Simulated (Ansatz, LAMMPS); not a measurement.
# Relaxing amorphous Si at 2.15 g/cm^3 (80 atoms), part 4 of 4

Aim: bring amorphous Si at 2.15 g/cm^3 (80 atoms) to a nearby minimum of the energy and see what moves.

Ansatz 0.2.0; Kohn-Sham DFT, PBE, PAW (set soft_2), plane waves.

The cell: 80 Si. The quench rate of 10 K/ps far exceeds what a furnace or splat quench reaches. The starting topology of bonds comes from the classical model. Sampling is at Γ alone, for a cell whose shortest periodic width is 12 Å.

So far. Step 4 (Relaxation): The relaxation changed the energy by -34.2 meV/atom, and atoms moved by 0.31 Å r.m.s., 1.3 Å at most. Step 7 (Functional HSE06): Forces differ from those of the single point at the relaxed geometry by 45 meV/Å r.m.s.; the pressure by -1.5 GPa and the gap by +0.28 eV. It took 8.8 min and 25 cycles; the reference's time can't be set against it, since the two runs asked for unlike analyses.

**8. Functional r2SCAN (500 eV)**

The meta-GGA r2SCAN uses the kinetic energy density as well as the density and its gradient. Besides, the cutoff goes from 420 to 500 eV.

This step: Kohn-Sham DFT, r2SCAN, PAW (set soft_2), plane waves (Ansatz 0.2.0).

Contents of input.yaml:

```yaml
crystal:
  lattice:
    - [12.0113, 0.0, 0.0]
    - [0.0, 12.0113, 0.0]
    - [0.0, 0.0, 12.0113]
  atoms:
    [... the 80 atom lines of step 6 ...]
kpoints:
  mp_grid: { grid: [1, 1, 1] }
hamiltonian:
  xc: r2scan
scf:
  occupations: { method: fermi_dirac, width: 0.025 }
output:
  forces: true
  stress: true
  populations: true
  dos:
    method: { smearing: { sigma: 0.08 } }
    de: 0.05
    projected: { site_lists: { Si: [Si] } }
  eigenvalues: true
```

Launch:

```bash
$ ansatz run input.yaml --threads 4 --pin off --max-ram 8192MiB --backend cpu --events-out ev --progress --plain --runs-dir out
```

Numbers of over 12 decimals in the logs are rounded to 6 here.

Output:

```text
[...]
Crystal: 80 atoms, lattice volume = 1732.886 Å³
Basis set: ecut = 500 eV, 43819 PW (Γ), exchange–correlation on 360×360×360 points (64 copies of the dense FFT grid, shifted against one another)
Bands: 240, of which v1, the nominal top of the filled ones, is band 160 counted from 1 (159 counted from 0)
Symmetry: 1 space group operations
[...]
k-points: 1
[...]
SCF iter   1: F=—  HF=-51108.135579 eV  |F-HF|=—  |Δ(HF+E_count)|=         —  Δρ=5.29e-3  dr2=1.53e0  dr2_τ=4.13e-1  ethr=1.77e-3  ⟨swp⟩=6.0  Hψ=1112  notcnv=0  defer=46
[...]
SCF iter   9: F=—  HF=-51108.542243 eV  |F-HF|=—  |Δ(HF+E_count)|=   1.58e-7  Δρ=1.05e-6  dr2=1.10e-7  dr2_τ=4.29e-10  ethr=3.13e-11  ⟨swp⟩=16.0  Hψ=1658  notcnv=0
SCF iter  10: F=-51108.542243 eV  HF=-51108.542243 eV  |F-HF|=6.07e-9  |Δ(HF+E_count)|=   1.40e-8  Δρ=4.16e-7  dr2=1.49e-8  dr2_τ=6.80e-11  ethr=3.13e-11  ⟨swp⟩=4.0  Hψ=596  notcnv=0
SCF 1 converged in 10 iterations: F = -51108.542243 eV  dr2 = 1.49e-8
[...]
SCF converged after 10 iterations
Free energy (F): -51108.542243 eV
[...]
Internal energy: -51108.541042 eV  (E = F + TS)
E sigma→0 (E₀):  -51108.541642 eV
Entropy (-TS):   -0.001201 eV (-0.015 meV/atom)
Fermi energy:    5.620734 eV
[...]
Σ components = -51108.542243   (vs F -51108.542243, Δ=0.00e0)
--- Forces (eV/Å), atoms counted from 1 ---
  atom   1  Si     0.13861193     0.04897689    -0.12283760
  atom   2  Si    -0.00373725     0.00043644    -0.05076384
  atom   3  Si    -0.01369286    -0.01221647     0.01160909
  atom   4  Si     0.01328769    -0.02202800     0.00848716
[...]
atom  80  Si     0.04993200     0.00065102     0.01214186
  max |Σ_I F_I| component: 2.17e-5 eV/Å
--- Stress (GPa, compression-positive) ---
       -0.957654       0.315051      -0.742827
        0.315051      -2.713854      -0.074000
       -0.742827      -0.074000      -4.128079
  P = ⅓ Tr σ = -2.5999 GPa (-25.999 kbar)
--- Band table (eV) ---
[...]
--- Löwdin populations: 80 sites ---
  site symbol       q [e]
     0     Si      4.1561
     1     Si      3.9420
     2     Si      3.9607
[...]
79     Si      3.9313
  spilling = 0.011178 (of n_electrons = 320.000000)
```

Wall time 1.7 min (4 threads of Intel Xeon at 2.50GHz (Skylake/Cascade Lake), shared host); peak memory 3.9 GiB; 5.9 min of CPU time.

Geometry and reference: those of the single point at the relaxed geometry.

Forces differ from those of the single point at the relaxed geometry by 42 meV/Å r.m.s.; the pressure by -1.2 GPa and the gap by +0.034 eV. It took 1.7 min and 10 cycles; the reference's time can't be set against it, since the two runs asked for unlike analyses.

**9. Functional PBEsol**

PBEsol restores the gradient expansion of exchange for slowly varying densities and usually gives shorter bonds in solids than PBE.

This step: Kohn-Sham DFT, PBEsol, PAW (set soft_2), plane waves (Ansatz 0.2.0).

Edit input.yaml of step 8 so:

```diff
@@ -10,3 +10,3 @@
 hamiltonian:
-  xc: r2scan
+  xc: pbesol
 scf:
```

Output:

```text
[...]
Crystal: 80 atoms, lattice volume = 1732.886 Å³
Basis set: ecut = 420 eV, 33833 PW (Γ), exchange–correlation on 162×162×162 points (8 copies of the dense FFT grid, shifted against one another)
Bands: 240, of which v1, the nominal top of the filled ones, is band 160 counted from 1 (159 counted from 0)
Symmetry: 1 space group operations
[...]
k-points: 1
[...]
SCF iter   1: F=—  HF=-49705.310439 eV  |F-HF|=—  |Δ(HF+E_count)|=         —  Δρ=4.13e-3  dr2=1.21e0  ethr=1.77e-3  ⟨swp⟩=6.0  Hψ=1106  notcnv=0  defer=41
[...]
SCF iter   9: F=—  HF=-49705.120970 eV  |F-HF|=—  |Δ(HF+E_count)|=   1.39e-6  Δρ=1.82e-6  dr2=3.45e-7  ethr=5.06e-10  ⟨swp⟩=2.0  Hψ=311  notcnv=0  defer=66
SCF iter  10: F=-49705.120970 eV  HF=-49705.120970 eV  |F-HF|=1.50e-8  |Δ(HF+E_count)|=   1.71e-7  Δρ=8.36e-7  dr2=6.80e-8  ethr=3.13e-11  ⟨swp⟩=17.0  Hψ=1519  notcnv=0
SCF 1 converged in 10 iterations: F = -49705.120970 eV  dr2 = 6.80e-8
[...]
SCF converged after 10 iterations
Free energy (F): -49705.120970 eV
[...]
Internal energy: -49705.118696 eV  (E = F + TS)
E sigma→0 (E₀):  -49705.119833 eV
Entropy (-TS):   -0.002274 eV (-0.028 meV/atom)
Fermi energy:    5.539582 eV
[...]
Σ components = -49705.120970   (vs F -49705.120970, Δ=0.00e0)
--- Forces (eV/Å), atoms counted from 1 ---
  atom   1  Si     0.00725794     0.03816390    -0.01162387
  atom   2  Si    -0.01158956    -0.01326602     0.00280663
  atom   3  Si     0.00422770    -0.00735394    -0.00217935
  atom   4  Si     0.00196943     0.00325732     0.00117441
[...]
atom  80  Si     0.00733501     0.00090096    -0.00781025
  max |Σ_I F_I| component: 3.44e-5 eV/Å
--- Stress (GPa, compression-positive) ---
       -1.704322       0.299768      -0.669037
        0.299768      -3.160397      -0.078684
       -0.669037      -0.078684      -4.417617
  P = ⅓ Tr σ = -3.0941 GPa (-30.941 kbar)
--- Band table (eV) ---
[...]
--- Löwdin populations: 80 sites ---
  site symbol       q [e]
     0     Si      4.1326
     1     Si      3.9463
     2     Si      3.9640
[...]
79     Si      3.9349
  spilling = 0.010478 (of n_electrons = 320.000000)
```

Run time: 35 s. Hardware: 4 threads; peak memory 1.6 GiB; 1.8 min of CPU time.

Geometry and reference: those of the single point at the relaxed geometry.

Forces differ from those of the single point at the relaxed geometry by 13 meV/Å r.m.s.; the pressure by -1.7 GPa.

**10. Cost against change**

Each row is set against the single point at the relaxed geometry (Kohn-Sham DFT, PBE, PAW (set soft_2), plane waves; r.m.s. force component 0.00232 eV/Å). Times are for 4 threads of Intel Xeon at 2.50GHz (Skylake/Cascade Lake), shared host. The reference's time includes grids, which some other runs skip.

```tsv
run	Δ force, r.m.s. (meV/Å)	Δ pressure (GPa)	Δ gap (eV)	cycles	time	host memory (GiB)
reference	-	-	-	10	54 s	1.6
functional HSE06	45.4	-1.54	0.276	25	8.8 min	3.7
functional r2SCAN (500 eV)	42.3	-1.18	0.0342	10	1.7 min	3.9
functional PBEsol	13.3	-1.68	-0.0031	10	35 s	1.6
```

**11. Outcome**

```yaml
energy_change_in_the_relaxation: -34.16 meV/atom
r_m_s_displacement: 0.312 Å
largest_displacement: 1.334 Å
free_energy_per_atom: -635.6343 eV/atom
pressure: -1.418 GPa
r_m_s_force_component: 0.00232 eV/Å
spacing_of_highest_filled_and_lowest_empty_level: 0.2871 eV
wall_time_of_the_6_dft_runs: 25 min
```

Relaxation lowers the energy by 34.2 meV/atom and moves atoms by 0.31 Å r.m.s.; the r.m.s. force component goes from 0.22 to 0.0023 eV/Å. By the final cutoffs 5 of 161 bonded pairs parted and 3 joined. From the first step to the last the energy fell by 2.733 eV, and the largest move was 1.33 Å (Si52). The Si-Si bonds go from 2.402 Å (spread 0.064) to 2.393 Å (spread 0.053), and their number from 161 to 159. Counting bonds as in the table, 95 % of Si atoms have 4 bonded neighbours. The highest filled and lowest empty levels differ by 0.287 eV (at Γ alone); a semilocal functional tends to put such gaps too low. In a disordered cell it changes from sample to sample, and tail or defect levels can set it.

Among the changes of functional, dispersion, potentials or spin set against this reference, functional HSE06 moves the forces most, by 45 meV/Å r.m.s. The gap changes by +0.28 eV with HSE06.

**Limits.** The starting topology of bonds comes from the classical model; in DFT 5 of its 161 bonded pairs passed out of the cutoffs and 3 came within them.

Calculation beside experiment:

```tsv
quantity	measured	this cell	difference	method of the measurement
number of Si about Si	3.9	3.98	+1.9 %	X-ray diffraction
```

The cell differs from the measured neighbour counts by up to 1.9 %. The network comes from the model that made the cell; in DFT 5 of its 161 bonded pairs passed out of the cutoffs and 3 came within them. Our coordination numbers hang on a cutoff, and experiments count neighbours in their own ways.

[Logs are printed without paths, hosts, clocks, repeated set-up lines and the standing remarks that a program may print on its own settings, such as how far it seeks lower states.]

[Hosts, paths, dates, database ids (printed as entryN), source tags and the programs' standing remarks are cut or masked in the printed files.]
